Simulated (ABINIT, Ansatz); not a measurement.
# Tellurium (P3_121, 3 atoms a cell): G0W0 on several meshes in ABINIT, part 2 of 2

Wanted: mesh dependence and cost of G0W0 for Tellurium (P3_121, 3 atoms a cell).

ABINIT 10.8.3; PBE and many-body steps on it, plane waves. Known limits of the many-body steps: not at the basis limit; model gap, bands may invert with spin-orbit coupling; exchange with frozen shells missing; screening runs away on this mesh; no spin-orbit coupling; coarse k mesh.

So far. Step 4 (3×3×2): The gap on the mesh goes from 0.17 eV to 0.50 eV, a correction of +0.33 eV. Step 5 (Empty states on the mesh, 3×3×4 mesh, 318 bands): On this mesh the gap is 0.174 eV.

The database entry behind the starting cell differs from later determinations by our own check (inner coordinate of an old entry), so it need not match the best structure at ambient conditions.

### 7. 3×3×4

This step: G0W0 on PBE, plane waves, norm-conserving pseudopotentials.

File run.abi:

```
acell 3*1.0 Angstrom
rprim 
  4.454000000025 -0.000000000006 0.000000000000
  -2.227000000008 3.857277148481 0.000000000000
  0.000000000000 0.000000000000 5.924000000000
ntypat 1
znucl 52
natom 3
typat 1 1 1
xred 
  0.269000000000 0.000000000000 0.333333333333
  0.000000000000 0.269000000000 0.666666666667
  0.731000000000 0.731000000000 -0.000000000000
pp_dirpath "pseudos"
pseudos "Te.upf"
ecut 34
ngkpt 3 3 4
nshiftk 1
shiftk 0 0 0
kptopt 1
chksymbreak 0
istwfk *1
occopt 1
irdwfk 1
optdriver 4
nband 290
gwcalctyp 0
ecutsigx 34
symsigma 1
nkptgw 2
kptgw 
  0.3333333333 0.3333333333 0.5000000000
  0.0000000000 0.0000000000 0.0000000000
bdgw 
  23 27
  22 26
ecuteps 6.5
irdscr 1
ppmodel 1
indata_prefix "in"
outdata_prefix "out"
tmpdata_prefix "tmp"
```

On the command line:

```
$ OMP_NUM_THREADS=1 mpirun -n 4 abinit run.abi > log
```

Numbers of over 12 decimals in the logs are rounded to 6 here.

What it wrote:

```text
.Version 10.8.3 of ABINIT. v10.8.2 released Aug 2026.

 Symmetries : space group P3_1 2 1 (#152); Bravais hP (primitive hexag.)
[... echo of the input left out ...]
== DATASET  1 ==================================================================
-   mpi_nproc: 4, omp_nthreads: 1 (-1 if OMP is not activated)

--- !DatasetInfo
iteration_state: {dtset: 1, }
dimensions: {natom: 3, nkpt: 10, mband: 290, nsppol: 1, nspinor: 1, nspden: 1, mpw: 6557, }
cutoff_energies: {ecut:  34.0, pawecutdg:  -1.0, }
electrons: {nelect:   4.80000000E+01, charge:   0.00000000E+00, occopt:   1.00000000E+00, tsmear:   1.00000000E-02, }

 SIGMA: Calculation of the GW corrections

 Based on a program developped by R.W. Godby, V. Olevano, G. Onida, and L. Reining.
 Incorporated in ABINIT by V. Olevano, G.-M. Rignanese, and M. Torrent.
.Using double precision arithmetic ; gwpc =  8

[... cell and pseudopotentials left out ...]
--------------------------------------------------------------------------------

 ==== K-mesh for the wavefunctions ====
 Number of points in the irreducible wedge :    10
[... list of points left out ...]
 Together with  6 symmetry operations and time-reversal symmetry
 yields    36 points in the full Brillouin Zone.

 ==== Q-mesh for screening function ====
 Number of points in the irreducible wedge :    10
[... list of points left out ...]
 Together with  6 symmetry operations and time-reversal symmetry
 yields    36 points in the full Brillouin Zone.

 vcoul_init : cutoff-mode = AUXILIARY_FUNCTION
 q-points for optical limit:   1
     1)      0.000010    0.000020    0.000030
 setmesh: FFT mesh size selected  =    40x   40x   60
          total number of points  =        96000

 Number of electrons calculated from density =   48.0000; Expected =   48.0000
[...]
number of omega for Sigma on real axis              0
 max omega for Sigma on real axis  [eV]           0.00
 zcut for avoiding poles [eV]                     0.10

 EPSILON^-1 parameters (SCR file):
 dimension of the eps^-1 matrix on file            529
 dimension of the eps^-1 matrix used               529
 number of plane-waves for wavefunctions          6557
 number of bands                                   290
 number of q-points in IBZ                          10
 number of frequencies                               2
 number of real frequencies                          1
 number of imag frequencies                          1

 matrix elements of self-energy operator (all in [eV])

 Perturbative Calculation

--- !SelfEnergy_ee
iteration_state: {dtset: 1, }
kpoint     : [   0.333,    0.333,    0.500, ]
spin       : 1
KS_gap     :    0.174
QP_gap     :    0.485
Delta_QP_KS:    0.311
data: !SigmaeeData |
     Band     E0 <VxcDFT>   SigX SigC(E0)      Z dSigC/dE  Sig(E)    E-E0       E
       23   4.683 -12.370 -13.904   0.558   0.783  -0.277 -13.134  -0.764   3.919
       24   4.683 -12.370 -13.904   0.558   0.783  -0.277 -13.134  -0.764   3.919
       25   4.857 -11.892  -9.715  -2.754   0.786  -0.272 -12.345  -0.453   4.404
[...]
--- !SelfEnergy_ee
iteration_state: {dtset: 1, }
kpoint     : [   0.000,    0.000,    0.000, ]
spin       : 1
KS_gap     :    1.861
QP_gap     :    2.142
Delta_QP_KS:    0.281
data: !SigmaeeData |
     Band     E0 <VxcDFT>   SigX SigC(E0)      Z dSigC/dE  Sig(E)    E-E0       E
[...]
25   5.696 -12.132  -9.705  -3.100   0.778  -0.285 -12.656  -0.524   5.172
       26   5.696 -12.132  -9.705  -3.100   0.778  -0.285 -12.656  -0.524   5.172

== END DATASET(S) ==============================================================
================================================================================

 -outvars: echo values of variables after computation  --------
           etotal      0.0000000000E+00
            nband         290
             nkpt          10
          spgroup         152
 [... the other variables as echoed above ...]

 Calculation completed.
```

It took 1.9 min on 4 MPI ranks of Arm Neoverse V1, shared host; peak memory 2.7 GiB; 7.5 min of CPU time.

Numbers from this step:

```
G0W0 gap on the points computed              : 0.4850 eV
starting gap on the mesh                     : 0.1739 eV
k of the valence top                         : 0.3333, 0.3333, 0.5
k of the conduction bottom                   : 0.3333, 0.3333, 0.5
Z at the valence top                         : 0.783
Z at the conduction bottom                   : 0.786
least direct G0W0 gap on the computed points : 0.4850 eV
```

Against G0W0 in ABINIT (3×3×2 mesh, 290 bands, screening to 176.9 eV, Godby-Needs plasmon pole), the gap moves by −0.017 eV.

### 8. Side by side

Times are wall times on 4 MPI ranks of Arm Neoverse V1, shared host, good to a factor of about two. A run's time includes the screening step that it read.

| run | mesh | bands | screening cutoff (eV) | DFT gap (eV) | gap on the mesh (eV) | direct (eV) | ε∞ used | time |
| --- | --- | --- | --- | --- | --- | --- | --- | --- |
| 3×3×2 | 3×3×2 | 290 | 176.9 | 0.174 | 0.502 | 0.502 | 1659.41 | 3.6 min |
| 3×3×4 | 3×3×4 | 290 | 176.9 | 0.174 | 0.485 | 0.485 | 928.08 | 9.6 min |

### 9. Outcome

| Item | Value |
| --- | --- |
| 3×3×2 | 0.502 eV |
| 3×3×4 | 0.485 eV |
| known limits | not at the basis limit; model gap, bands may invert with spin-orbit coupling; exchange with frozen shells missing; screening runs away on this mesh; no spin-orbit coupling; coarse k mesh |

3×3×4: −0.017 eV against 3×3×2. Bands and cutoff are finite, so the gap is not at the basis limit. The miss can reach some tenths of an eV and take either sign; the mesh is an error of its own. In the G0W0 runs levels were corrected at 2 k points alone, so a gap called «on the mesh» is the least over those, and an edge elsewhere would be missed. The 3×3×2 mesh is coarse for this cell, which bears on the long-range parts of exchange and screening. With atoms this heavy and so narrow a gap, spin-orbit coupling can invert the bands. These scalar-relativistic gaps are then model values, not to be set against experiment, and a spin-orbit change taken from DFT can't simply be added. The norm-conserving file of at least one element keeps a d shell over frozen s and p shells of the same row. Exchange with those shells is missing from the self-energy, an error of 0.3 to 0.9 eV in cases checked, whose sign depends on which edge lies on those atoms. On this mesh the RPA ε∞ passes 90, more than nearly any semiconductor shows; a coarse mesh does this where one point with a narrow direct gap carries much weight. The screening is then too strong, and the G0W0 gap should not be taken as the material's.

[Paths, hosts, dates, memory and timing lines, banners, echoed tables and standing remarks are left out of the program output.]

[Logs are printed without paths, hosts, clocks, repeated set-up lines and the standing remarks that a program may print on its own settings, such as how far it seeks lower states.]

[Runs of the session that timed out or met a known fault of the program may be left out.]

[Hosts, paths, dates, database ids (printed as entryN), source tags and the programs' standing remarks are cut or masked in the printed files.]

[G0W0 gaps are taken among the corrected bands and points alone; a level outside them can change the order at an edge.]

[Where Ansatz stands beside ABINIT at settings called matched, ABINIT's density can come from a denser mesh and the files from another edition; pairs whose starting gaps differed by over 0.03 eV were left out, so agreement reads better than it is.]
